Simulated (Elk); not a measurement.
## GaFe3: magneto-optical Kerr spectrum

How strongly does GaFe3 turn reflected light?

Program: Elk 11.2.3 (patched build). Level of theory: LDA (Perdew-Wang); all-electron APW+lo, Dirac cores, scalar-relativistic bands with second-variational spin-orbit coupling. Results are calculated unless marked as measured.

This is a report of a sequence of runs, with most program output left out.

### 1. The structure

The structure is cubic, space group Fm-3m (No. 225). The conventional cell has a = 5.783 Å, b = 5.783 Å, c = 5.783 Å, α = 90.00°, β = 90.00°, γ = 90.00°. Nearest to Ga lie 8 Fe at 2.50 Å. Fe has 8 Fe at 2.50 Å nearest. Nearest to Fe lie 4 Ga at 2.50 Å and 4 Fe at 2.50 Å. Farther neighbours are not listed.

The cell comes from a database of computed structures and need not be the stable phase.

### 2. Ground state with spin–orbit coupling

In a ferromagnet the Kerr effect comes from exchange splitting and spin–orbit coupling together. The parallel order is imposed here; no other order was tried.

In this input [001] lies along z, the axis of the moments and of the light.

The last three numbers of an atom's line are a seed field in its sphere. It points against the wanted moment and shrinks by the factor reducebf each loop.

The input, elk.in:

```
tasks
  0
  15

xctype
  3

rgkmax
  7.0

nempty
  14

swidth
  0.005

reducebf
  0.5

epsengy
  1e-05

maxscl
  100

lmaxi
  3

spinpol
  .true.

spinorb
  .true.

cmagz
  .true.

sppath
  './'

avec
  0.00000000000 5.46432072361 5.46432072361
  5.46432072361 0.00000000000 5.46432072361
  5.46432072361 5.46432072361 0.00000000000

atoms
  2
  'Ga.in'
  1
  0.0000000000 0.0000000000 0.0000000000   0.000000 0.000000 0.000000
  'Fe.in'
  3
  0.5000000000 0.5000000000 0.5000000000   0.000000 0.000000 -0.084000
  0.7500000000 0.7500000000 0.7500000000   0.000000 0.000000 -0.084000
  0.2500000000 0.2500000000 0.2500000000   0.000000 0.000000 -0.084000

ngridk
  8 8 8
```

On the command line:

```sh
> OMP_NUM_THREADS=4 elk
```

Wall time 5.5 min (4 threads of Arm Neoverse V1, shared host); peak memory 0.37 GiB.

Spin moment in the muffin-tin sphere by atom:

```csv
atom,spin moment in the muffin-tin sphere (μB)
Ga1,-0.07
Fe2,2.41
Fe3,1.86
Fe4,1.86
```

This step gave:

```
density of states at the Fermi level : 3.912 states/eV/cell
moment between the spheres           : -0.09025 μB
magnetization                        : 5.965 μB
final state                          : ferromagnetic
```

After 23 cycles the largest moment stands at 2.41 μB.

Orbital moment <L> in the sphere by atom:

```
atom  x (μB)  y (μB)   z (μB)    size
 Ga1  0.0000  0.0000  -0.0013  0.0013
 Fe2  0.0000  0.0000   0.0499  0.0499
 Fe3  0.0000  0.0000   0.0609  0.0609
 Fe4  0.0000  0.0000   0.0609  0.0609
```

### 3. States and momentum matrix elements on a finer mesh

Optical spectra need more k points than the density, so the states are solved once on a finer mesh in the saved potential.

The input, elk.in:

```
tasks
  1
  120

xctype
  3

rgkmax
  7.0

nempty
  14

swidth
  0.005

reducebf
  0.5

epsengy
  1e-05

maxscl
  1

lmaxi
  3

spinpol
  .true.

spinorb
  .true.

cmagz
  .true.

sppath
  './'

avec
  0.00000000000 5.46432072361 5.46432072361
  5.46432072361 0.00000000000 5.46432072361
  5.46432072361 5.46432072361 0.00000000000

atoms
  2
  'Ga.in'
  1
  0.0000000000 0.0000000000 0.0000000000   0.000000 0.000000 0.000000
  'Fe.in'
  3
  0.5000000000 0.5000000000 0.5000000000   0.000000 0.000000 -0.000084
  0.7500000000 0.7500000000 0.7500000000   0.000000 0.000000 -0.000084
  0.2500000000 0.2500000000 0.2500000000   0.000000 0.000000 -0.000084

ngridk
  12 12 12
```

On the command line:

```sh
> OMP_NUM_THREADS=4 elk
```

Run time: 2.4 min. Hardware: 4 threads; peak memory 0.85 GiB.

Read from the output:

```
magnetization  : 5.973 μB
largest moment : 2.407 μB
```

### 4. Optics with a broadening of 0.30 eV

The broadening stands for the lifetime of the excited states; it lowers and widens the peaks.

elk.in, as its differences from that of step 3:

```diff
@@ -1,4 +1,4 @@
 tasks
-  1
-  120
+  121
+  122
 
@@ -14,3 +14,3 @@
 swidth
-  0.005
+  0.011
 
@@ -23,3 +23,3 @@
 maxscl
-  1
+  100
 
@@ -35,2 +35,5 @@
 cmagz
+  .true.
+
+intraband
   .true.
@@ -58 +61,10 @@
   12 12 12
+
+wplot
+  240 100 0
+  0.00000 0.30000
+
+optcomp
+  1 1
+  1 2
+  3 3
```

On the command line:

```sh
> OMP_NUM_THREADS=4 elk
```

Wall time 2.1 min (4 threads); peak memory 0.05 GiB.

Intraband term included. Polar Kerr angle against photon energy; values in degrees:

```csv
photon energy (eV),rotation,ellipticity
0.0,0,0
0.5,0.140,-0.250
1.0,0.474,-0.117
1.5,0.428,0.0683
2.0,0.379,0.115
2.5,0.349,0.165
3.0,0.320,0.218
3.5,0.288,0.255
4.0,0.260,0.317
4.5,0.100,0.416
5.0,-0.0562,0.267
5.5,-0.0332,0.151
6.0,-0.00608,0.144
6.5,0.00400,0.0932
7.0,0.00719,0.0910
7.5,0.00559,0.0578
8.0,0.0174,0.0397
```

Intraband term included. Table of optical conductivity by photon energy:

```
photon energy (eV)  Re sigma xx (S/cm)  Im sigma xx (S/cm)  Re sigma xy (S/cm)  Im sigma xy (S/cm)  Re sigma zz (S/cm)  Im sigma zz (S/cm)
               0.0               10531                   0                -294                   0               10496                   0
               0.5                5485                2009                -264               -66.1                5475                1992
               1.0                5558               -10.7                -263                -154                5560               -17.0
               1.5                7012                 600                -154                -274                7003                 597
               2.0                6712                1605               -37.7                -238                6704                1600
               2.5                6054                2204                28.9                -186                6054                2197
               3.0                5412                2406                60.1                -139                5411                2399
               3.5                4652                2059                54.9               -95.7                4651                2055
               4.0                4703                1624                55.4               -91.2                4703                1618
               4.5                4666                1421                81.7               -60.9                4667                1416
               5.0                4937                1352                64.4               -15.9                4938                1349
               5.5                5015                1353                35.6               -8.89                5014                1350
               6.0                5214                1455                31.8               -13.8                5215                1450
               6.5                5358                1722                20.7               -9.69                5360                1721
               7.0                5453                1973                20.4               -9.22                5452                1971
               7.5                5450                2071                12.6               -5.68                5452                2069
               8.0                5909                2383                8.69               -7.43                5909                2381
```

### 5. Optics with a broadening of 0.11 eV

elk.in, as its differences from that of step 4:

```diff
@@ -14,3 +14,3 @@
 swidth
-  0.011
+  0.004
```

On the command line:

```sh
> OMP_NUM_THREADS=4 elk
```

It took 2.1 min on 4 threads; peak memory 0.05 GiB; 8.5 min of CPU time.

Intraband term included. Table of polar Kerr angle by photon energy; values in degrees:

```csv
photon energy (eV),rotation,ellipticity
0.0,0,0
0.5,0.0379,-0.416
1.0,0.653,-0.0135
1.5,0.442,0.158
2.0,0.408,0.124
2.5,0.340,0.222
3.0,0.295,0.271
3.5,0.254,0.266
4.0,0.329,0.334
4.5,0.0700,0.631
5.0,-0.170,0.238
5.5,-0.0748,0.116
6.0,0.00368,0.209
6.5,0.0310,0.0668
7.0,0.0118,0.0654
7.5,0.0654,0.0247
8.0,0.0113,0.0357
```

### 6. The strongest peak

The largest local extreme of the rotation above 0.5 eV, for majority spin along +z:

| broadening (eV) | energy (eV) | rotation (°) | ellipticity (°) | rotation at 1.96 eV (°) |
| --- | --- | --- | --- | --- |
| 0.30 | 1.05 | 0.477 | -0.084 | 0.380 |
| 0.11 | 0.92 | 0.707 | -0.145 | 0.394 |

### 7. What came out

```yaml
net_spin_moment: 5.97 μB a cell
strongest_peak_above_0p5_ev: 0.48° at 1.1 eV
rotation_at_1p96_ev: 0.38°
```

**Reading.** Above 0.5 eV the rotation peaks at 1.05 eV, with 0.48° for majority spin along +z at a broadening of 0.30 eV. The run's majority spin points along +z; the magnetisation points the other way, and the angle changes sign with it. The intraband term is included. These are independent-particle spectra on a 12×12×12 mesh, not shown converged.

[Logs and program files are shortened in this print: banners, set-up blocks, solver, clock and traceback lines can be left out without a mark of their own.]

[Logs are printed without paths, hosts, clocks, repeated set-up lines and the standing remarks that a program may print on its own settings, such as how far it seeks lower states.]

[Hosts, paths, dates, database ids (printed as entryN), source tags and the programs' standing remarks are cut or masked in the printed files.]

[Where a cell is said to come from a database of computed structures, the database is the Materials Project.]
